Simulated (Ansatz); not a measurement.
# Quasiparticle gap of RbSb4F13 (I4/m)

How far does one-shot GW move the PBE gap of RbSb4F13 (I4/m)?

Main program and level: Ansatz 0.2.0; PBE, then G0W0 on it, plane waves, PAW.

## 1. The starting structure

It takes space group I4/m (No. 87, tetragonal). The conventional cell has a = 9.635 Å, b = 9.635 Å, c = 6.563 Å, α = 90.00°, β = 90.00°, γ = 90.00°. Rb has 14 F at 2.81 to 3.47 Å nearest. Nearest to Sb lie 3 F at 1.94 to 2.10 Å. F has 8 F at 2.70 Å and 4 Sb at 2.88 Å and 2 Rb at 3.28 Å nearest. Nearest to F lie 4 Sb at 1.94 to 3.40 Å and 1 Rb at 3.47 Å. Nearest to F lie 1 Sb at 2.10 Å and 1 Rb at 2.81 Å. Farther neighbours and most contacts between anions are not listed.

The start is a cell from the Crystallography Open Database. Spin-orbit coupling is left out unless a step names it.

## 2. Relaxation

The structure is relaxed first.

This step: DFT, PBE, plane waves, PAW; PAW set soft_1.

input.yaml reads:

```yaml
crystal:
  lattice:
    - [-4.8175, 4.8175, 3.2815]
    - [4.8175, -4.8175, 3.2815]
    - [4.8175, 4.8175, -3.2815]
  atoms:
    - { symbol: Rb, position: [0.5, 0.5, 0.0] }
    - { symbol: Sb, position: [0.0194, 0.298, 0.3174] }
    - { symbol: Sb, position: [0.298, 0.9806, 0.2786] }
    - { symbol: Sb, position: [0.9806, 0.702, 0.6826] }
    - { symbol: Sb, position: [0.702, 0.0194, 0.7214] }
    - { symbol: F, position: [0.0, 0.0, 0.0] }
    - { symbol: F, position: [0.597, 0.847, 0.444] }
    - { symbol: F, position: [0.847, 0.403, 0.25] }
    - { symbol: F, position: [0.403, 0.153, 0.556] }
    - { symbol: F, position: [0.153, 0.597, 0.75] }
    - { symbol: F, position: [0.444, 0.333, 0.305] }
    - { symbol: F, position: [0.333, 0.028, 0.889] }
    - { symbol: F, position: [0.028, 0.139, 0.695] }
    - { symbol: F, position: [0.139, 0.444, 0.111] }
    - { symbol: F, position: [0.556, 0.667, 0.695] }
    - { symbol: F, position: [0.667, 0.972, 0.111] }
    - { symbol: F, position: [0.972, 0.861, 0.305] }
    - { symbol: F, position: [0.861, 0.556, 0.889] }
kpoints:
  mp_grid: { grid: [4, 4, 4] }
hamiltonian:
  xc: pbe
  pseudopotentials: { kind: paw, azcp: { folder: soft_1 } }
scf:
  occupations: { method: fermi_dirac, width: 0.02 }
relax:
  f_tol: 0.02
  max_steps: 60
```

Launch:

```
> ansatz run input.yaml --threads 2 --pin off --max-ram 92160MiB --backend cuda --events-out ev --progress --plain --runs-dir out --devices 1 --max-vram 13GiB
```

Numbers of over 12 decimals in the logs are rounded to 6 here.

Log:

```text
GPUs: using 1 of 1 available (devices: 1).
Engine: ansatz 0.2.0, x86_64-unknown-linux-gnu
Pseudopotentials: kind: paw
Pseudopotential: Rb, paw, valence charge 9, recommended cutoff 420 eV (normal), soft_1/Rb.paw.azcp
Pseudopotential: Sb, paw, valence charge 15, recommended cutoff 420 eV (normal), soft_1/Sb.paw.azcp
Pseudopotential: F, paw, valence charge 7, recommended cutoff 420 eV (normal), soft_1/F.paw.azcp
Functional definition: PBE
  parameter kappa = 0.804
  parameter beta = 0.066725
  exchange = pbe_x(kappa = kappa, mu = beta*pi^2/3)
  correlation = pbe_c(beta = beta)
device memory: the entry about to start is reckoned to put 3.8 GiB on a device that reports 50.9 GiB free (of which the cap on the GPU budget leaves the run 13.0 GiB)
GPU FFT provider: cuFFT
GPU libraries: cuBLAS 13.8.2, cuFFT 12.4.0, cuSOLVER 12.3.4
Crystal: 18 atoms, lattice volume = 304.632 Å³
Basis set: ecut = 420 eV, 5959 PW (Γ), exchange–correlation on 108×108×108 points (8 copies of the dense FFT grid, shifted against one another)
Bands: 98, of which v1, the nominal top of the filled ones, is band 80 counted from 1 (79 counted from 0)
Symmetry: 8 space group operations
Space group: I4/m (ITA 87), of the structure as read, at distance tolerance 6.7e-5 Å
k-points: 14 of 64
Non-local potential: Rb, projectors of the file, l = 0: 3, l = 1: 2, l = 2: 2
Non-local potential: Sb, projectors of the file, l = 0: 2, l = 1: 2, l = 2: 2, l = 3: 1
Non-local potential: F, projectors of the file, l = 0: 2, l = 1: 2, l = 2: 1
PAW form: soft (Blöchl's): semilocal exchange-correlation on the pseudo side does not see the compensation charge
PAW one-centre angular grid: Rb, 110 points (default); XC on 64 Gauss nodes
PAW one-centre angular grid: Sb, 590 points (default); XC on 64 Gauss nodes
PAW one-centre angular grid: F, 110 points (default); XC on 64 Gauss nodes
Initial density: superposition of atomic densities (chi_scale 0.1, normalization cell, long waves kept (reshape's long-wave potential 0.10 eV rms))
Initial wavefunctions: pseudopotential atomic-orbital guess
GPU buffer pool allocated for 157464 grid points (all kernels)
GPU transforms: local potential and band sums: pruned to the plane-wave sphere, on 54×54×54
Functional: x = pbe(κ = 0.804, μ = 0.219515), c = pbe(β = 0.066725)
SCF iter   1: F=—  HF=-39725.704894 eV  |F-HF|=—  |Δ(HF+E_count)|=         —  Δρ=1.02e-1  dr2=2.71e1  ethr=3.10e-3  ⟨swp⟩=6.3  Hψ=5733  notcnv=0  defer=53
preconditioner: auto → Resta (q_TF=auto, 2.451 Å⁻¹)  ε∞=4.2  [insulator: Δε(μ)=2.090 eV  Ē_g=12.863 eV  σ=0.020 eV  W_gap=1.00  n_scr=70 (ndim 8)  ℏωp=23.1 eV  f_vac=0.037  D(μ)=0.00/eV (n_scr^D=0)  ε∞_Penn≈4.2]
SCF iter   2: F=—  HF=-39718.712219 eV  |F-HF|=—  |Δ(HF+E_count)|=    6.99e0  Δρ=3.98e-2  dr2=4.93e0  ethr=3.10e-3  ⟨swp⟩=3.0  Hψ=2926  notcnv=0  defer=140
SCF iter   3: F=—  HF=-39717.662024 eV  |F-HF|=—  |Δ(HF+E_count)|=    1.05e0  Δρ=1.67e-2  dr2=1.51e0  ethr=3.08e-3  ⟨swp⟩=2.0  Hψ=1988  notcnv=0  defer=140
SCF iter   4: F=—  HF=-39717.246891 eV  |F-HF|=—  |Δ(HF+E_count)|=   4.15e-1  Δρ=8.46e-3  dr2=3.99e-1  ethr=9.44e-4  ⟨swp⟩=2.0  Hψ=2282  notcnv=0  defer=140
SCF iter   5: F=—  HF=-39717.110834 eV  |F-HF|=—  |Δ(HF+E_count)|=   1.36e-1  Δρ=5.24e-3  dr2=7.60e-2  ethr=2.49e-4  ⟨swp⟩=3.5  Hψ=2800  notcnv=0  defer=140
SCF iter   6: F=—  HF=-39717.092454 eV  |F-HF|=—  |Δ(HF+E_count)|=   1.84e-2  Δρ=1.70e-3  dr2=8.77e-3  ethr=4.75e-5  ⟨swp⟩=2.0  Hψ=2352  notcnv=0  defer=140
SCF iter   7: F=—  HF=-39717.093996 eV  |F-HF|=—  |Δ(HF+E_count)|=   1.54e-3  Δρ=6.41e-4  dr2=1.20e-3  ethr=5.48e-6  ⟨swp⟩=2.0  Hψ=1987  notcnv=0  defer=140
SCF iter   8: F=—  HF=-39717.094336 eV  |F-HF|=—  |Δ(HF+E_count)|=   3.40e-4  Δρ=4.73e-4  dr2=4.84e-4  ethr=7.47e-7  ⟨swp⟩=2.0  Hψ=2099  notcnv=0  defer=140
SCF iter   9: F=—  HF=-39717.094325 eV  |F-HF|=—  |Δ(HF+E_count)|=   1.15e-5  Δρ=7.40e-5  dr2=1.36e-5  ethr=3.02e-7  ⟨swp⟩=2.0  Hψ=1890  notcnv=0  defer=140
SCF iter  10: F=-39717.094355 eV  HF=-39717.094354 eV  |F-HF|=1.18e-6  |Δ(HF+E_count)|=   2.89e-5  Δρ=1.79e-5  dr2=9.13e-7  ethr=6.25e-9  ⟨swp⟩=4.0  Hψ=4507  notcnv=0
SCF 1 converged in 10 iterations: F = -39717.094355 eV  dr2 = 9.13e-7
  greatest PAW one-centre occupation: 0.997 electrons in one spin orbital (limit 2), on the Sb atom at site 4 (counted from 0), in its partial waves of l = 2
relax step   1: F+E_penalty+E_count = -39717.09435488 eV  Δ(F+E_penalty+E_count) = +0.000e0 eV  max|allowed force component| = 3.472e0 eV/Å  Δτ_max = 0.0000 Å  (10 SCF iters, dr2 threshold 1.00e-5 eV, accepted)
[...]
relax step   2: F+E_penalty+E_count = -39719.50949741 eV  Δ(F+E_penalty+E_count) = -2.415e0 eV  max|allowed force component| = 8.013e-1 eV/Å  Δτ_max = 0.1944 Å  (7 SCF iters, dr2 threshold 1.00e-4 eV, accepted)
[...]
relax step   3: F+E_penalty+E_count = -39720.10027032 eV  Δ(F+E_penalty+E_count) = -5.908e-1 eV  max|allowed force component| = 4.450e-1 eV/Å  Δτ_max = 0.1948 Å  (7 SCF iters, dr2 threshold 4.01e-5 eV, accepted)
[...]
relax step   4: F+E_penalty+E_count = -39720.27647833 eV  Δ(F+E_penalty+E_count) = -1.762e-1 eV  max|allowed force component| = 2.554e-1 eV/Å  Δτ_max = 0.1680 Å  (7 SCF iters, dr2 threshold 1.24e-5 eV, accepted)
[...]
relax step   5: F+E_penalty+E_count = -39720.30369232 eV  Δ(F+E_penalty+E_count) = -2.721e-2 eV  max|allowed force component| = 4.395e-2 eV/Å  Δτ_max = 0.0484 Å  (5 SCF iters, dr2 threshold 2.01e-5 eV, accepted)
[...]
relax step   6: F+E_penalty+E_count = -39720.30227906 eV  Δ(F+E_penalty+E_count) = +1.413e-3 eV  max|allowed force component| = 1.238e-1 eV/Å  Δτ_max = 0.0132 Å  (8 SCF iters, rejected (line search))
[...]
relax step   7: F+E_penalty+E_count = -39720.30465151 eV  Δ(F+E_penalty+E_count) = -9.592e-4 eV  max|allowed force component| = 6.751e-3 eV/Å  Δτ_max = 0.0066 Å  (7 SCF iters, accepted)
SCF converged after 7 iterations
Free energy (F): -39720.304652 eV
Harris-Foulkes:  -39720.304651 eV  (|F-HF|=2.22e-8)
Internal energy: -39720.304652 eV  (E = F + TS)
E sigma→0 (E₀):  -39720.304652 eV
Fermi energy:    5.281084 eV
--- Per-component energies (eV) ---
  E_band       = -1504.910951
  E_kinetic    = 3390.611309
  E_local      = -16330.620299  (includes V_loc(G=0)·N_el)
  E_nonlocal   = 2870.135025
  E_hartree    = 6362.596231
  E_xc         = -1521.827152
  E_vxc        = -1776.300528  (∫ρ·V_xc dr)
  E_paw        = -23443.390845  (= ΣΔE_a)
  E_vpaw       = -2383.944712  (= ΣTr[D̂ρ^β])
  E_aug_tail   = 0.009679  (compensation charges beyond the density's cutoff)
  E_ewald      = -11047.818601
  E_smearing   = -0.000000  (= −TS)
  E_closure    = 0.000000  (closes the sum)
  Σ components = -39720.304652   (vs F -39720.304652, Δ=0.00e0)
--- Forces (eV/Å), atoms counted from 1 ---
  atom   1  Rb    -0.00000000    -0.00000000     0.00000000
  atom   2  Sb     0.00549651    -0.00256932     0.00000000
  atom   3  Sb     0.00256932     0.00549651     0.00000000
  atom   4  Sb    -0.00549651     0.00256932     0.00000000
  atom   5  Sb    -0.00256932    -0.00549651     0.00000000
  atom   6  F     -0.00000000    -0.00000000     0.00000000
  atom   7  F      0.00675113     0.00138418     0.00000000
  atom   8  F     -0.00138418     0.00675113    -0.00000000
  atom   9  F     -0.00675113    -0.00138418     0.00000000
  atom  10  F      0.00138418    -0.00675113    -0.00000000
  atom  11  F     -0.00027332    -0.00326017     0.00396240
  atom  12  F      0.00326017    -0.00027332     0.00396240
  atom  13  F      0.00027332     0.00326017     0.00396240
  atom  14  F     -0.00326017     0.00027332     0.00396240
  atom  15  F      0.00027332     0.00326017    -0.00396240
  atom  16  F     -0.00326017     0.00027332    -0.00396240
  atom  17  F     -0.00027332    -0.00326017    -0.00396240
  atom  18  F      0.00326017    -0.00027332    -0.00396240
  max |Σ_I F_I| component: 6.07e-18 eV/Å
--- Relaxed structure (7 steps of the walk, 6 accepted, 0 SCFs on fresh bases) ---
  F+E_penalty+E_count = -39720.30465151 eV   max|allowed force component| = 6.751e-3 eV/Å
  atoms:
    - { symbol: Rb, position: [0.5, 0.5, 2.1630280325202032e-19] }
    - { symbol: Sb, position: [0.00639707, 0.277092, 0.283489] }
    - { symbol: Sb, position: [0.277092, 0.993603, 0.270695] }
    - { symbol: Sb, position: [0.993603, 0.722908, 0.716511] }
    - { symbol: Sb, position: [0.722908, 0.00639707, 0.729305] }
    - { symbol: F, position: [0, 0, 2.1630280325202436e-19] }
    - { symbol: F, position: [0.561480, 0.876609, 0.438088] }
    - { symbol: F, position: [0.876609, 0.438520, 0.315129] }
    - { symbol: F, position: [0.438520, 0.123391, 0.561912] }
    - { symbol: F, position: [0.123391, 0.561480, 0.684871] }
    - { symbol: F, position: [0.430099, 0.334486, 0.320738] }
    - { symbol: F, position: [0.334486, 0.013748, 0.904387] }
    - { symbol: F, position: [0.013748, 0.109361, 0.679262] }
    - { symbol: F, position: [0.109361, 0.430099, 0.095613] }
    - { symbol: F, position: [0.569901, 0.665514, 0.679262] }
    - { symbol: F, position: [0.665514, 0.986252, 0.095613] }
    - { symbol: F, position: [0.986252, 0.890639, 0.320738] }
    - { symbol: F, position: [0.890639, 0.569901, 0.904387] }
```

The job ended after 13 s (1 × NVIDIA H100 80GB HBM3 (shared by 6 runs) with 2 threads of AMD EPYC 7R13 (Zen 3), shared host; peak memory 0.99 GiB; 17 s of CPU time).

Relaxation path:

```
step  energy less that of the first step (eV)  largest force component (eV/Å)
   1                                   0.0000                          3.4716
   2                                  -2.4151                          0.8013
   3                                  -3.0059                          0.4450
   4                                  -3.1821                          0.2554
   5                                  -3.2093                          0.0440
   6                                  -3.2079                          0.1239
   7                                  -3.2103                          0.0068
```

Relaxation step 6 was tried and not accepted.

Forces are held to the 8 operations that the run works with; a distortion that breaks them can't arise in this run.

The atoms that moved most (Å):

```
atom      dx      dy     dz  length
  F7   0.285  -0.342  0.000   0.446
  F9  -0.285   0.342  0.000   0.446
  F8   0.342   0.285  0.000   0.446
 F10  -0.342  -0.285  0.000   0.446
 Sb5  -0.125   0.201  0.000   0.237
 Sb2  -0.201  -0.125  0.000   0.237
 Sb3   0.125  -0.201  0.000   0.237
 Sb4   0.201   0.125  0.000   0.237
```

[end of part 1 of 4]

[Paths, hosts, dates, memory and timing lines, banners, echoed tables and standing remarks are left out of the program output.]

[Logs are printed without paths, hosts, clocks, repeated set-up lines and the standing remarks that a program may print on its own settings, such as how far it seeks lower states.]

[Runs of the session that timed out or met a known fault of the program may be left out.]

[Cells called generated may have been cut or substituted from an entry of the Crystallography Open Database or the Materials Project.]

[Hosts, paths, dates, database ids (printed as entryN), source tags and the programs' standing remarks are cut or masked in the printed files.]

[Where an RPA ε∞ is given, it is that of the G0W0 mesh and is not shown converged in it. Names of k-points follow the symmetry that the program found, which can be lower than the space group named. Band edges on a path are those of the sampled points; other points can move an edge, and change direct to indirect where valleys lie close.]

[Hybrid gaps are those of their k-mesh and are not shown converged in it.]
